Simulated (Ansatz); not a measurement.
# What HfO2 (model cell, started as fluorite) distorts into, part 2 of 2

Which phase does HfO2 (model cell, started as fluorite) fall into along its unstable mode, and how much energy does it gain?

Ansatz 0.2.0; DFT PBE, scalar-relativistic, plane waves, PAW; PAW set soft_1.

So far. Step 5 (Energy along the mode, all amplitudes (two of the runs …): The lowest of the steps tried is at 0.14 Å, 1.12 meV/atom below the parent; the bottom of the well need not coincide with a step. Step 7 (The new phase in its own primitive cell): The largest force component left is 0.014 meV/Å and the pressure is -0.007 GPa, within the tolerances set. The cell now holds 11.14 Å³/atom. The relaxed cell has a = 5.113, c = 10.224 Å (conventional setting).

### Step 8. Modes of the new phase, k-mesh 6×6×6 (continued)

Without the LO-TO term. Patterns of degenerate modes are one choice out of their space. The modes at Γ (shares of kinetic energy by element, %) (negative means imaginary); the lowest 24 and highest 6 of 36:

| mode | frequency (cm⁻¹) | symmetry | Hf % | O % |
| --- | --- | --- | --- | --- |
| 1 | -192.8 | A2g | 0 | 100 |
| 2 | 0.0 | acoustic | 85 | 15 |
| 3 | 0.0 | acoustic | 85 | 15 |
| 4 | 0.0 | acoustic | 85 | 15 |
| 5 | 74.4 | A2u | 8 | 92 |
| 6 | 92.4 | B2g | 99 | 1 |
| 7 | 95.2 | Eg | 100 | 0 |
| 8 | 95.2 | Eg | 100 | 0 |
| 9 | 105.1 | A1u | 100 | 0 |
| 10 | 136.4 | A1g | 0 | 100 |
| 11 | 141.6 | B2u | 0 | 100 |
| 12 | 155.1 | Eu | 83 | 17 |
| 13 | 155.1 | Eu | 83 | 17 |
| 14 | 172.0 | B1g | 44 | 56 |
| 15 | 174.2 | Eg | 99 | 1 |
| 16 | 174.2 | Eg | 99 | 1 |
| 17 | 222.3 | Eu | 15 | 85 |
| 18 | 222.3 | Eu | 15 | 85 |
| 19 | 290.1 | Eu | 16 | 84 |
| 20 | 290.1 | Eu | 16 | 84 |
| 21 | 301.0 | B1g | 56 | 44 |
| 22 | 332.1 | A2u | 7 | 93 |
| 23 | 427.9 | Eg | 1 | 99 |
| 24 | 427.9 | Eg | 1 | 99 |
| 31 | 571.3 | Eg | 0 | 100 |
| 32 | 579.5 | A1u | 0 | 100 |
| 33 | 607.5 | B2g | 0 | 100 |
| 34 | 638.6 | B1u | 0 | 100 |
| 35 | 655.5 | A2g | 0 | 100 |
| 36 | 680.2 | B2u | 0 | 100 |

Displacements in mode 1 (-192.8 cm⁻¹), the largest set to 1:
```
Hf1  0.00  0.00  0.00
Hf2  0.00  0.00  0.00
Hf3  0.00  0.00  0.00
Hf4  0.00  0.00  0.00
O5   0.18  0.00 -1.00
O6  -0.18  0.00 -1.00
O7   0.00  0.18  1.00
O8   0.00 -0.18  1.00
O9   0.00 -0.18 -1.00
O10  0.00  0.18 -1.00
O11 -0.18  0.00  1.00
O12  0.18  0.00  1.00
```

Displacements in mode 25 (461.0 cm⁻¹), the largest set to 1:
```
Hf1  0.00  0.03  0.00
Hf2  0.02  0.02  0.00
Hf3  0.02  0.02  0.00
Hf4  0.00  0.03  0.00
O5  -0.10  0.02 -0.35
O6  -0.10  0.02  0.35
O7   0.01 -0.29  1.00
O8   0.01 -0.29 -1.00
O9   0.01 -0.29  1.00
O10  0.01 -0.29 -1.00
O11 -0.10  0.02 -0.35
O12 -0.10  0.02  0.35
```

Optical modes at the zone centre, without and with the macroscopic field of the longitudinal modes; each column is sorted by frequency, so a row need not hold one and the same mode. Modes with and without the field, by row:

| rank among optical modes | no field (cm⁻¹) | q along (1, 0, 0) (cm⁻¹) | q along (0, 0, 1) (cm⁻¹) |
| --- | --- | --- | --- |
| 1 | -192.8 | -192.8 | -192.8 |
| 2 | 74.4 | 74.4 | 92.4 |
| 3 | 92.4 | 92.4 | 95.2 |
| 4 | 95.2 | 95.2 | 95.2 |
| 5 | 95.2 | 95.2 | 105.1 |
| 6 | 105.1 | 105.1 | 136.4 |
| 7 | 136.4 | 136.4 | 141.6 |
| 8 | 141.6 | 141.6 | 155.1 |
| 9 | 155.1 | 155.1 | 155.1 |
| 10 | 155.1 | 156.6 | 172 |
| 11 | 172 | 172 | 174.2 |
| 12 | 174.2 | 174.2 | 174.2 |
| 13 | 174.2 | 174.2 | 195 |
| 14 | 222.3 | 222.3 | 222.3 |
| 15 | 222.3 | 289.8 | 222.3 |
| 16 | 290.1 | 290.1 | 290.1 |
| 17 | 290.1 | 301 | 290.1 |
| 18 | 301 | 332.1 | 301 |
| 19 | 332.1 | 427.9 | 427.9 |
| 20 | 427.9 | 427.9 | 427.9 |
| 21 | 427.9 | 432.9 | 461 |
| 22 | 461 | 461 | 461 |
| 23 | 461 | 530.1 | 530.1 |
| 24 | 530.1 | 554.6 | 554.6 |
| 25 | 554.6 | 554.6 | 554.6 |
| 26 | 554.6 | 571.3 | 571.3 |
| 27 | 571.3 | 571.3 | 571.3 |
| 28 | 571.3 | 579.5 | 579.5 |
| 29 | 579.5 | 607.5 | 607.5 |
| 30 | 607.5 | 620.7 | 633 |
| 31 | 638.6 | 638.6 | 638.6 |
| 32 | 655.5 | 655.5 | 655.5 |
| 33 | 680.2 | 680.2 | 680.2 |

Born charge (rows field, columns displacement) (e), principal values of the symmetric part by kind of site:

| atom | atoms with these values | low | middle | high | mean |
| --- | --- | --- | --- | --- | --- |
| Hf1 | 4 | 5.45 | 5.45 | 5.58 | 5.49 |
| O5 | 8 | -3.17 | -2.69 | -2.38 | -2.75 |

In full for Hf1:

```
 5.45 -0.20  0.00
 0.20  5.45  0.00
 0.00  0.00  5.58
```

High-frequency dielectric tensor:

```
5.22 0.00 0.00
0.00 5.22 0.00
0.00 0.00 5.32
```

Transverse modes; imaginary modes are left out. Infrared lines, with heights relative to the strongest:

| position (cm⁻¹) | label | relative intensity |
| --- | --- | --- |
| 74 | A2u | 23 |
| 92 | B2g | 0.0 |
| 95 | Eg | 0.0 |
| 105 | A1u | 0.0 |
| 136 | A1g | 0.0 |
| 142 | B2u | 0.0 |
| 155 | Eu | 2.2 |
| 172 | B1g | 0.0 |
| 174 | Eg | 0.0 |
| 222 | Eu | 100 |
| 290 | Eu | 0.3 |
| 301 | B1g | 0.0 |
| 332 | A2u | 37 |
| 428 | Eg | 0.0 |
| 461 | Eu | 10 |
| 530 | B2g | 0.0 |
| 555 | Eg | 0.0 |
| 571 | Eg | 0.0 |
| 580 | A1u | 0.0 |
| 608 | B2g | 0.0 |
| 639 | B1u | 0.0 |
| 656 | A2g | 0.0 |
| 680 | B2u | 0.0 |

Before it was imposed, the acoustic sum rule was missed by 7.7e-5 eV/Å² and the charge sum rule by 0.0069 e. Small misses are needed for a sound result but don't prove that mesh and cutoff are converged. The lowest optical mode is imaginary, 192.8i cm⁻¹, so the energy falls along it.

### Step 9. The phases reached

The phases reached along the modes that were followed are set side by side.

Energies are those of the first relaxation, on the mesh of the frozen mode; space group, volume and gap are those of the last relaxation. Phases, by row:

| mode frozen in | space group | energy from parent (meV/atom) | volume (Å³/atom) | gap on mesh (eV) | lowest zone-centre optical mode (cm⁻¹) | largest shift (Å) |
| --- | --- | --- | --- | --- | --- | --- |
| parent | Fm-3m | 0 | 11.04 | 3.747 | – | – |
| q = (0, -0.5, -0.5), 230i cm⁻¹ | P4_2/nmc | -36.57 | 11.4 | 4.67 | 22.1 | 0.299 |
| q = (0.25, -0.5, -0.25), 89i cm⁻¹ | I4_1/acd | -1.62 | 11.14 | 3.983 | -192.8 | 0.15 |

### Step 10. Results

| Property | Result |
| --- | --- |
| unstable mode of the parent | q = (0.25, -0.5, -0.25), 89i cm⁻¹ |
| depth at the lowest point sampled | 1.12 meV/atom |
| largest atomic shift at that point | 0.14 Å |
| space group reached (within 0.01 Å) | I4_1/acd |
| energy gained over the parent (first relaxation, on the mesh of the frozen mode) | 1.62 meV/atom |
| volume per atom, phase reached | 11.1 Å³ |
| gap on the k-mesh, phase reached | 3.98 eV |
| lowest optical zone-centre mode, phase reached | -193 cm⁻¹ |
| highest optical mode at the zone centre (no LO-TO term), phase reached | 680 cm⁻¹ |

Along this mode the structure falls into I4_1/acd, 1.62 meV/atom below the parent. At the parent's cell the well is 1.125 meV/atom deep on the steps tried, with its lowest point at a shift of 0.14 Å. Relaxing atoms and cell changes the gain by +0.50 meV/atom against the lowest step (energies at zero smearing). The new phase still has an imaginary mode at the zone centre of its cell, so it is a saddle point on the way to a lower structure. Of the 2 patterns followed to their end from this parent, this one ends 34.9 meV/atom above the lowest, P4_2/nmc. Each path keeps the symmetry of its pattern, so a lower phase may lie along a pattern not tried. The program warns that the interpolation holds no quadrupole term, so branches close to Γ can be off in this crystal. Spin-orbit coupling is left out, which can matter for the heavy elements here. The starting cell was built on a prototype and not taken from a measurement, so the phase need not exist.

[Logs are printed without paths, hosts, clocks, repeated set-up lines and the standing remarks that a program may print on its own settings, such as how far it seeks lower states.]

[Hosts, paths, dates, database ids (printed as entryN), source tags and the programs' standing remarks are cut or masked in the printed files.]
